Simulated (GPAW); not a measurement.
## Cr2CS2 MXene monolayer: simulated STM images

Aim: Tersoff-Hamann images of Cr2CS2 MXene monolayer at several biases.

Main program and level: GPAW 26.7.0; GPAW, PAW setups; layer in a repeated cell with vacuum, relaxation of atoms and in-plane cell, in the first sound run; inputs show where later runs differ.

## Step 1: Set-up

The cell holds 5 atoms: 2 S, 2 Cr and 1 C. Cell: a = 2.836 Å, b = 2.836 Å, c = 23.471 Å, α = 90.0°, β = 90.0°, γ = 120.0°. Vacuum lies along c.

Structure file:

```cif
data_structure
_symmetry_space_group_name_H-M 'P 1'
_symmetry_Int_Tables_number 1
_cell_length_a 2.8360
_cell_length_b 2.8360
_cell_length_c 23.4714
_cell_angle_alpha 90.000
_cell_angle_beta 90.000
_cell_angle_gamma 120.000
_cell_volume 163.48
loop_
_atom_site_label
_atom_site_type_symbol
_atom_site_fract_x
_atom_site_fract_y
_atom_site_fract_z
_atom_site_occupancy
S1 S 0.33333 0.66667 0.38345 1
Cr2 Cr 0.66667 0.33333 0.45232 1
C3 C 0.00000 0.00000 0.50000 1
Cr4 Cr 0.33333 0.66667 0.54767 1
S5 S 0.66667 0.33333 0.61655 1
```

## Step 2: Relaxation

Forces are removed first; all later runs use this geometry.

run.py reads:

```python
import json
import numpy as np
from ase import Atoms
from ase.filters import FrechetCellFilter
from ase.optimize import BFGS
from gpaw import GPAW, PW

slab = Atoms(
    ['S', 'Cr', 'C', 'Cr', 'S'],
    positions=[
        [-0.00000, 1.63735, 9.00000],
        [1.41799, 0.81868, 10.61669],
        [0.00000, 0.00000, 11.73569],
        [-0.00000, 1.63735, 12.85469],
        [1.41799, 0.81868, 14.47138]],
    cell=[[2.83598, 0.0, 0.0], [-1.41799, 2.45603, 0.0], [0.0, 0.0, 23.4714]],
    pbc=[True, True, True],
    magmoms=[0.0, 2.0, 0.0, 2.0, 0.0])

slab.calc = GPAW(mode=PW(600), xc='PBE', kpts={'size': (12, 12, 1), 'gamma': True},
                 occupations={'name': 'fermi-dirac', 'width': 0.05}, nbands='160%',
                 convergence={'density': 1e-05}, maxiter=200,
                 symmetry={'tolerance': 1e-3}, txt='slab.txt')
result = {}
# The in-plane cell is free; stress needs a cell that repeats along all three vectors
path = []
opt = BFGS(FrechetCellFilter(slab, mask=[1, 1, 0, 0, 0, 1]), maxstep=0.2)
opt.attach(lambda: path.append((slab.get_potential_energy(), slab.positions.tolist(), slab.get_forces().tolist())))
result['relaxed'] = bool(opt.run(fmax=0.02, steps=45))
result['path'] = path
result['cell'] = slab.cell.tolist()
print('in-plane lattice', slab.cell.cellpar().round(4)[[0, 1, 5]])
energy = slab.get_potential_energy()
fermi = slab.calc.get_fermi_level()
v = slab.calc.get_electrostatic_potential().mean((0, 1)) - fermi
n = slab.calc.get_pseudo_density().mean((0, 1))
L = slab.cell[2, 2]
z = np.arange(len(v)) * L / len(v)
low, high = slab.positions[:, 2].min(), slab.positions[:, 2].max()
below, above = np.interp([low - 6.8, high + 6.8], z, v)
slopes = [np.interp(x, z, np.gradient(v, z)) for x in (low - 6.8, high + 6.8)]
eps = np.array([[slab.calc.get_eigenvalues(k, s) for k in range(len(slab.calc.get_ibz_k_points()))]
                for s in range(slab.calc.get_number_of_spins())]) - fermi
top, bottom = eps[eps < 0].max(), eps[eps > 0].min()
dipole = slab.get_dipole_moment()[2]
print(f'energy {energy:.4f} eV, Fermi level {fermi:.4f} eV, dipole {dipole:.5f} e A')
print(f'potential 6.8 A off the faces, from the Fermi level: lower {below:.4f} eV, upper {above:.4f} eV')
print(f'slope of the potential there: lower {slopes[0]:.5f}, upper {slopes[1]:.5f} eV/A')
print(f'nearest levels on the mesh: {top:.4f} and {bottom:.4f} eV')
print('magnetic moment', round(slab.get_magnetic_moment(), 3))
result.update(energy=energy, fermi=fermi, dipole=dipole, below=below, above=above, slopes=slopes, edges=[top, bottom],
              z=z.tolist(), v=v.tolist(), n=n.tolist(), positions=slab.positions.tolist(),
              forces=slab.get_forces(apply_constraint=False).tolist(), moments=slab.get_magnetic_moments().tolist())
json.dump(result, open('result.json', 'w'))
```

The run is started by

```
> OMP_NUM_THREADS=1 OPENBLAS_NUM_THREADS=1 python run.py
```

The program printed:

```text
Step          Energy          fmax
BFGS:    0      -36.993288        1.553185
BFGS:    1      -37.061447        1.399132
BFGS:    2      -37.370882        0.709300
BFGS:    3      -37.395845        0.723838
BFGS:    4      -37.440899        0.570909
BFGS:    5      -37.481095        0.620402
BFGS:    6      -37.521788        0.688323
BFGS:    7      -37.543039        0.465238
BFGS:    8      -37.551489        0.144501
BFGS:    9      -37.553283        0.036505
BFGS:   10      -37.553556        0.004925
in-plane lattice [  3.0553   3.0553 120.    ]
energy -37.5440 eV, Fermi level -0.6134 eV, dipole 0.00000 e A
potential 6.8 A off the faces, from the Fermi level: lower 5.4532 eV, upper 5.4544 eV
slope of the potential there: lower -0.00028, upper -0.00023 eV/A
nearest levels on the mesh: -0.0859 and 0.0123 eV
magnetic moment 2.166
```

Elapsed: 21 min, on 1 thread of Intel Xeon Platinum 8488C (Sapphire Rapids), shared host; peak memory 0.66 GiB.

Numbers from this step:

```
dipole along the normal                    : 4.46e-6 e·Å
levels nearest the Fermi level on the mesh : -0.08586, 0.01233 eV from the Fermi level
site moments                               : -0.06787, 1.187, -0.06747, 1.187, -0.06787 μB
sum of the site moments                    : 2.172 μB
```

The electrostatic potential energy of an electron (without an applied field's), less the Fermi level, planar mean oscillates, so the rows of the table below give means over windows of 1.39 Å about each position, cut where the curve ends. Its maxima inside the range that stand out by 2 % of the span (Å: eV): 9.9: -4.94, 11.3: -8.99, 12.2: -8.99, 13.6: -4.93. Its minima: 9.1: -20.8, 10.7: -16.1, 11.7: -13.2, 12.8: -16.1, 14.3: -20.8.

Table of electrostatic potential energy of an electron (without an applied field's), less the Fermi level, planar mean by z; means over each step:

```csv
z (Å),"electrostatic potential energy of an electron (without an applied field's), less the Fermi level, planar mean (eV)"
0.69,5.45
2.08,5.45
3.48,5.45
4.87,5.45
6.26,5.44
7.65,4.50
9.04,-11.2
10.43,-10.7
11.82,-10.7
13.21,-10.3
14.60,-10.0
15.99,4.88
17.38,5.45
18.77,5.45
20.16,5.45
21.55,5.45
22.94,5.45
```

The pseudo valence density, planar mean oscillates, so the rows of the table below give means over windows of 1.13 Å about each position, cut where the curve ends. Its maxima inside the range that stand out by 2 % of the span (Å: e/Å³): 8.9: 0.445, 9.6: 0.519, 10.8: 0.617, 11.6: 0.600, 12.7: 0.617, 13.9: 0.519, 14.6: 0.445. Its minima: 9.0: 0.414, 10.1: 0.423, 11.1: 0.553, 12.3: 0.553, 13.4: 0.423, 14.4: 0.414.

Table of pseudo valence density, planar mean by z; means over each step:

```csv
z (Å),"pseudo valence density, planar mean (e/Å³)"
5.08,1.5e-5
6.21,4.6e-4
7.34,0.0173
8.47,0.274
9.60,0.463
10.73,0.550
11.86,0.585
12.99,0.520
14.12,0.462
15.25,0.186
16.38,0.00728
17.52,2.2e-4
18.64,6.7e-6
```

Site moment by atom:

```csv
atom,site moment (μB)
S1,-0.07
Cr2,1.19
C3,-0.07
Cr4,1.19
S5,-0.07
```

The relaxation lowered the energy of the cell by 0.564 eV (energies extrapolated to zero smearing; the optimiser's log prints free energies). The largest force left on a free atom is 0.0023 eV/Å.

## Step 3: The slab's potential

With the geometry fixed, the planar mean of the potential gives the vacuum level on each side.

This step: GPAW, PAW setups; slab in vacuum (GPAW 26.7.0).

The cell differs from the one that the last finished run ended in (c 23.471 → 23.153 Å).

run.py reads:

```python
import json
import numpy as np
from ase import Atoms
from ase.dft.stm import STM
from gpaw import GPAW, PW

slab = Atoms(
    ['S', 'Cr', 'C', 'Cr', 'S'],
    positions=[
        [-0.00000, 1.76398, 9.00000],
        [1.52766, 0.88200, 10.52969],
        [0.00000, -0.00000, 11.57658],
        [-0.00000, 1.76398, 12.62346],
        [1.52766, 0.88200, 14.15315]],
    cell=[[3.05532, -0.0, 0.0], [-1.52766, 2.64598, 0.0], [0.0, 0.0, 23.1532]],
    pbc=[True, True, False],
    magmoms=[0.0, 2.0, 0.0, 2.0, 0.0])

slab.calc = GPAW(mode=PW(500), xc='PBE', kpts={'size': (12, 12, 1), 'gamma': True},
                 occupations={'name': 'fermi-dirac', 'width': 0.05}, nbands='160%',
                 convergence={'density': 1e-05}, maxiter=200,
                 poissonsolver={'dipolelayer': 'xy'},
                 symmetry={'tolerance': 1e-3}, txt='slab.txt')
result = {}
energy = slab.get_potential_energy()
fermi = slab.calc.get_fermi_level()
v = slab.calc.get_electrostatic_potential().mean((0, 1)) - fermi
n = slab.calc.get_pseudo_density().mean((0, 1))
L = slab.cell[2, 2]
z = np.arange(len(v)) * L / len(v)
low, high = slab.positions[:, 2].min(), slab.positions[:, 2].max()
below, above = np.interp([low - 6.8, high + 6.8], z, v)
slopes = [np.interp(x, z, np.gradient(v, z)) for x in (low - 6.8, high + 6.8)]
eps = np.array([[slab.calc.get_eigenvalues(k, s) for k in range(len(slab.calc.get_ibz_k_points()))]
                for s in range(slab.calc.get_number_of_spins())]) - fermi
top, bottom = eps[eps < 0].max(), eps[eps > 0].min()
dipole = slab.get_dipole_moment()[2]
print(f'energy {energy:.4f} eV, Fermi level {fermi:.4f} eV, dipole {dipole:.5f} e A')
print(f'potential 6.8 A off the faces, from the Fermi level: lower {below:.4f} eV, upper {above:.4f} eV')
print(f'slope of the potential there: lower {slopes[0]:.5f}, upper {slopes[1]:.5f} eV/A')
print(f'nearest levels on the mesh: {top:.4f} and {bottom:.4f} eV')
print('magnetic moment', round(slab.get_magnetic_moment(), 3))
result.update(energy=energy, fermi=fermi, dipole=dipole, below=below, above=above, slopes=slopes, edges=[top, bottom],
              z=z.tolist(), v=v.tolist(), n=n.tolist(), positions=slab.positions.tolist(),
              forces=slab.get_forces(apply_constraint=False).tolist(), moments=slab.get_magnetic_moments().tolist())

# Images need the states of the whole zone, up to time reversal
slab.calc = slab.calc.fixed_density(symmetry={'point_group': False}, txt='states.txt', nbands='250%',
                                    convergence={'bands': 'CBM+1.3'})
stm = STM(slab)
result['stm'] = []
for bias in [-1.0, 1.0]:
    height = high + 3.5
    current = stm.get_averaged_current(bias, height)
    x, y, h = stm.scan(bias, current)
    i, f = divmod(height / L * stm.ldos.shape[2], 1)
    I = abs((1 - f) * stm.ldos[:, :, int(i)] + f * stm.ldos[:, :, int(i) + 1])
    print(f'bias {bias} V: mean current at 3.5 A {current:.4e}, corrugation {np.ptp(h):.4f} A')
    result['stm'].append(dict(bias=bias, current=current, h=(h - high).tolist(), I=I.tolist()))
json.dump(result, open('result.json', 'w'))
```

The program printed:

```text
energy -37.5227 eV, Fermi level -0.5468 eV, dipole -0.00034 e A
potential 6.8 A off the faces, from the Fermi level: lower 5.4469 eV, upper 5.4614 eV
slope of the potential there: lower 0.00001, upper -0.00001 eV/A
nearest levels on the mesh: -0.0856 and 0.0124 eV
magnetic moment 2.166
bias -1.0 V: mean current at 3.5 A 6.6946e-06, corrugation 0.1553 A
bias 1.0 V: mean current at 3.5 A 1.8672e-05, corrugation 0.0301 A
```

Elapsed: 6.1 min, on 1 thread; peak memory 0.9 GiB.

This step gave:

```yaml
dipole_along_the_normal: -3.41e-4 e·Å
levels_nearest_the_fermi_level_on_the_mesh: -0.08557, 0.01243 eV from the Fermi level
upper_work_function: 5.461 eV
lower_work_function: 5.447 eV
site_moments: -0.06784, 1.187, -0.06748, 1.187, -0.06784 μB
corrugation_minus_1: 0.1553 Å
corrugation_1: 0.03012 Å
sum_of_the_site_moments: 2.170 μB
```

The electrostatic potential energy of an electron (without an applied field's), less the Fermi level, planar mean oscillates, so the rows of the table below give means over windows of 1.45 Å about each position, cut where the curve ends. Its maxima inside the range that stand out by 2 % of the span (Å: eV): 9.7: -4.94, 11.2: -9.05, 12.0: -9.05, 13.4: -4.94. Its minima: 9.0: -20.8, 10.5: -16.1, 11.6: -13.2, 12.6: -16.1, 14.2: -20.8.

Table of electrostatic potential energy of an electron (without an applied field's), less the Fermi level, planar mean by z; means over each step:

```csv
z (Å),"electrostatic potential energy of an electron (without an applied field's), less the Fermi level, planar mean (eV)"
0.72,5.45
2.17,5.45
3.62,5.45
5.07,5.45
6.52,5.40
7.97,1.05
9.42,-11.7
10.87,-12.4
12.32,-12.3
13.77,-11.8
15.22,1.60
16.67,5.42
18.12,5.46
19.57,5.46
21.02,5.46
22.47,5.46
```

The pseudo valence density, planar mean oscillates, so the rows of the table below give means over windows of 1.06 Å about each position, cut where the curve ends. Its maxima inside the range that stand out by 2 % of the span (Å: e/Å³): 8.7: 0.444, 9.5: 0.512, 10.6: 0.618, 11.6: 0.600, 12.5: 0.618, 13.7: 0.512, 14.5: 0.444. Its minima: 8.9: 0.416, 10.0: 0.427, 11.0: 0.554, 12.2: 0.554, 13.1: 0.427, 14.3: 0.416.

The pseudo valence density, planar mean by z; means over each step:

```csv
z (Å),"pseudo valence density, planar mean (e/Å³)"
4.77,9.1e-6
5.83,2.2e-4
6.89,0.00645
7.95,0.145
9.01,0.452
10.07,0.493
11.13,0.584
12.19,0.585
13.25,0.477
14.31,0.425
15.37,0.0963
16.43,0.00377
17.49,1.3e-4
18.55,5.5e-6
```

Tip height over the top atom over a1 and a2. Sample bias -1 V, constant current at the mean current 3.5 Å over the top atom.

Ten even steps from '0' (3.41 Å) to '9' (3.56 Å):
```
5444444444444445
5444333333344455
5443221122344555
5432100012345666
5432000023456776
6431000134677777
6431001346788887
6432123467899987
6432234678999987
6433346789999987
5444457899999987
5444567899999876
5445677899998776
5455677888887765
5555667777776655
4555556666655555
```
Columns: a1 from 0 to 0.938; rows upwards: a2 from 0 to 0.938.

Local density of states summed over the bias window over a1 and a2. Sample bias -1 V, constant height 3.5 Å over the top atom.

Values in units of 1e-6 arbitrary, 16 rows by 16 columns:
```
6.4 6.4 6.4 6.4 6.4 6.4 6.4 6.4 6.4 6.4 6.4 6.4 6.4 6.4 6.4 6.4
6.5 6.4 6.3 6.3 6.2 6.1 6.0 6.0 6.0 6.1 6.2 6.3 6.3 6.4 6.5 6.5
6.6 6.4 6.3 6.1 5.9 5.8 5.7 5.7 5.8 5.9 6.1 6.3 6.4 6.6 6.6 6.6
6.6 6.4 6.2 5.9 5.7 5.6 5.5 5.6 5.7 5.9 6.2 6.4 6.6 6.8 6.8 6.8
6.7 6.4 6.1 5.8 5.6 5.4 5.4 5.6 5.8 6.1 6.4 6.7 6.9 7.0 7.0 6.9
6.7 6.4 6.0 5.7 5.5 5.4 5.5 5.7 6.0 6.4 6.7 7.0 7.2 7.3 7.2 7.0
6.8 6.4 6.0 5.7 5.6 5.6 5.7 6.0 6.4 6.8 7.1 7.4 7.6 7.6 7.4 7.1
6.8 6.4 6.0 5.8 5.7 5.8 6.0 6.4 6.8 7.2 7.5 7.8 7.8 7.8 7.5 7.2
6.8 6.4 6.1 5.9 5.9 6.1 6.4 6.8 7.2 7.6 7.9 8.0 8.0 7.9 7.6 7.2
6.7 6.4 6.2 6.1 6.2 6.4 6.7 7.1 7.5 7.9 8.1 8.2 8.1 7.9 7.5 7.1
6.7 6.4 6.3 6.3 6.4 6.7 7.0 7.4 7.8 8.0 8.2 8.2 8.0 7.8 7.4 7.0
6.6 6.4 6.3 6.4 6.6 6.9 7.2 7.6 7.8 8.0 8.1 8.0 7.8 7.6 7.2 6.9
6.6 6.4 6.4 6.6 6.8 7.0 7.3 7.6 7.8 7.9 7.9 7.8 7.6 7.3 7.0 6.8
6.5 6.4 6.5 6.6 6.8 7.0 7.2 7.4 7.5 7.6 7.5 7.4 7.2 7.0 6.8 6.6
6.4 6.4 6.5 6.6 6.8 6.9 7.0 7.1 7.2 7.2 7.1 7.0 6.9 6.8 6.6 6.5
6.4 6.4 6.5 6.6 6.6 6.7 6.7 6.8 6.8 6.8 6.7 6.7 6.6 6.6 6.5 6.4
```
Columns: a1 from 0 to 0.938; rows upwards: a2 from 0 to 0.938.

Tip height over the top atom over a1 and a2. Sample bias 1 V, constant current at the mean current 3.5 Å over the top atom.

Ten even steps from '0' (3.480 Å) to '9' (3.510 Å):
```
8887654444567888
8876432223467888
8764211112467888
7642100012467888
7531000013578888
6421000124688888
6421001246789987
5421112457899987
6432234678999987
6544456789999987
7666678899999988
7777788999999988
8888888999999888
8888888888888888
8888888777788888
8888776656677888
```
Columns: a1 from 0 to 0.938; rows upwards: a2 from 0 to 0.938.

Local density of states summed over the bias window over a1 and a2. Sample bias 1 V, constant height 3.5 Å over the top atom.

Values in units of 1e-5 arbitrary, 16 rows by 16 columns:
```
1.9 1.9 1.9 1.9 1.9 1.9 1.8 1.8 1.8 1.8 1.9 1.9 1.9 1.9 1.9 1.9
1.9 1.9 1.9 1.9 1.8 1.8 1.8 1.8 1.8 1.8 1.8 1.9 1.9 1.9 1.9 1.9
1.9 1.9 1.9 1.8 1.8 1.8 1.8 1.8 1.8 1.8 1.8 1.9 1.9 1.9 1.9 1.9
1.9 1.9 1.8 1.8 1.8 1.8 1.8 1.8 1.8 1.8 1.8 1.9 1.9 1.9 1.9 1.9
1.9 1.9 1.8 1.8 1.8 1.8 1.8 1.8 1.8 1.8 1.9 1.9 1.9 1.9 1.9 1.9
1.9 1.8 1.8 1.8 1.8 1.8 1.8 1.8 1.8 1.8 1.9 1.9 1.9 1.9 1.9 1.9
1.9 1.8 1.8 1.8 1.8 1.8 1.8 1.8 1.8 1.9 1.9 1.9 1.9 1.9 1.9 1.9
1.9 1.8 1.8 1.8 1.8 1.8 1.8 1.8 1.9 1.9 1.9 1.9 1.9 1.9 1.9 1.9
1.9 1.8 1.8 1.8 1.8 1.8 1.8 1.9 1.9 1.9 1.9 1.9 1.9 1.9 1.9 1.9
1.9 1.9 1.8 1.8 1.8 1.9 1.9 1.9 1.9 1.9 1.9 1.9 1.9 1.9 1.9 1.9
1.9 1.9 1.9 1.9 1.9 1.9 1.9 1.9 1.9 1.9 1.9 1.9 1.9 1.9 1.9 1.9
1.9 1.9 1.9 1.9 1.9 1.9 1.9 1.9 1.9 1.9 1.9 1.9 1.9 1.9 1.9 1.9
1.9 1.9 1.9 1.9 1.9 1.9 1.9 1.9 1.9 1.9 1.9 1.9 1.9 1.9 1.9 1.9
1.9 1.9 1.9 1.9 1.9 1.9 1.9 1.9 1.9 1.9 1.9 1.9 1.9 1.9 1.9 1.9
1.9 1.9 1.9 1.9 1.9 1.9 1.9 1.9 1.9 1.9 1.9 1.9 1.9 1.9 1.9 1.9
1.9 1.9 1.9 1.9 1.9 1.9 1.9 1.9 1.9 1.9 1.9 1.9 1.9 1.9 1.9 1.9
```
Columns: a1 from 0 to 0.938; rows upwards: a2 from 0 to 0.938.

The potential is flat to 6.3e-6 eV/Å where it is read, so the vacuum is wide enough.

## Step 4: A changed run

One more run, with changed settings.

run.py reads:

```python
import json
import numpy as np
from ase import Atoms
from gpaw import GPAW, PW

slab = Atoms(
    ['S', 'Cr', 'C', 'Cr', 'S'],
    positions=[
        [-0.00000, 1.76398, 9.00000],
        [1.52766, 0.88200, 10.52969],
        [0.00000, -0.00000, 11.57658],
        [-0.00000, 1.76398, 12.62346],
        [1.52766, 0.88200, 14.15315]],
    cell=[[3.05532, -0.0, 0.0], [-1.52766, 2.64598, 0.0], [0.0, 0.0, 23.1532]],
    pbc=[True, True, False],
    magmoms=[0.0, 2.0, 0.0, 2.0, 0.0])

slab.calc = GPAW(mode=PW(500), xc='PBE', kpts={'size': (12, 12, 1), 'gamma': True},
                 occupations={'name': 'fermi-dirac', 'width': 0.05}, nbands='160%',
                 convergence={'density': 1e-05}, maxiter=75,
                 poissonsolver={'dipolelayer': 'xy'},
                 symmetry={'tolerance': 1e-3}, txt='slab.txt')
result = {}
energy = slab.get_potential_energy()
fermi = slab.calc.get_fermi_level()
v = slab.calc.get_electrostatic_potential().mean((0, 1)) - fermi
n = slab.calc.get_pseudo_density().mean((0, 1))
L = slab.cell[2, 2]
z = np.arange(len(v)) * L / len(v)
low, high = slab.positions[:, 2].min(), slab.positions[:, 2].max()
below, above = np.interp([low - 1.0, high + 1.0], z, v)
slopes = [np.interp(x, z, np.gradient(v, z)) for x in (low - 1.0, high + 1.0)]
eps = np.array([[slab.calc.get_eigenvalues(k, s) for k in range(len(slab.calc.get_ibz_k_points()))]
                for s in range(slab.calc.get_number_of_spins())]) - fermi
top, bottom = eps[eps < 0].max(), eps[eps > 0].min()
dipole = slab.get_dipole_moment()[2]
print(f'energy {energy:.4f} eV, Fermi level {fermi:.4f} eV, dipole {dipole:.5f} e A')
print(f'potential 1.0 A off the faces, from the Fermi level: lower {below:.4f} eV, upper {above:.4f} eV')
print(f'slope of the potential there: lower {slopes[0]:.5f}, upper {slopes[1]:.5f} eV/A')
print(f'nearest levels on the mesh: {top:.4f} and {bottom:.4f} eV')
print('magnetic moment', round(slab.get_magnetic_moment(), 3))
result.update(energy=energy, fermi=fermi, dipole=dipole, below=below, above=above, slopes=slopes, edges=[top, bottom],
              z=z.tolist(), v=v.tolist(), n=n.tolist(), positions=slab.positions.tolist(),
              forces=slab.get_forces(apply_constraint=False).tolist(), moments=slab.get_magnetic_moments().tolist())
json.dump(result, open('result.json', 'w'))
```

The program printed:

```text
energy -37.5227 eV, Fermi level -0.5468 eV, dipole -0.00034 e A
potential 1.0 A off the faces, from the Fermi level: lower 3.0750 eV, upper 3.0892 eV
slope of the potential there: lower -7.59203, upper 7.59307 eV/A
nearest levels on the mesh: -0.0856 and 0.0124 eV
magnetic moment 2.166
```

It took 80 s on 1 thread; peak memory 0.31 GiB.

The run finished. A setting was moved off its sound value on purpose, so it serves as a test and not as the result.

The fault put into the input: the potential probed 1 A off the face (probe = 1.0).

## Step 5: Outcome

```yaml
work_function_upper_and_lower_face: 5.461 and 5.447 eV
dipole_along_the_normal: -3.4e-4 e Å, near the numerical noise
corrugation_at_minus_1_v: 0.155 Å
corrugation_at_1_v: 0.0301 Å
```

The corrugation at constant current is largest at -1 V, where the tip height varies by 0.16 Å over the cell. Negative sample bias images filled states, positive bias empty ones. The images are of Tersoff-Hamann type: an s-wave tip, no tip-sample forces, heights closer than in a microscope. The starting lattice was a guess from atomic radii; the relaxation moved it by 8 %. The small printed dipole stands for a step of 7.6 meV from the lower to the upper face, and the probes find 14 meV; values this small are near the numerical noise of both. One magnetic start was tried; another order may lie lower. The layer's cell and atoms come from the relaxation; spin-orbit coupling and temperature are left out.

[Logs are printed without paths, hosts, clocks, repeated set-up lines and the standing remarks that a program may print on its own settings, such as how far it seeks lower states.]

[Hosts, paths, dates, database ids (printed as entryN), source tags and the programs' standing remarks are cut or masked in the printed files.]
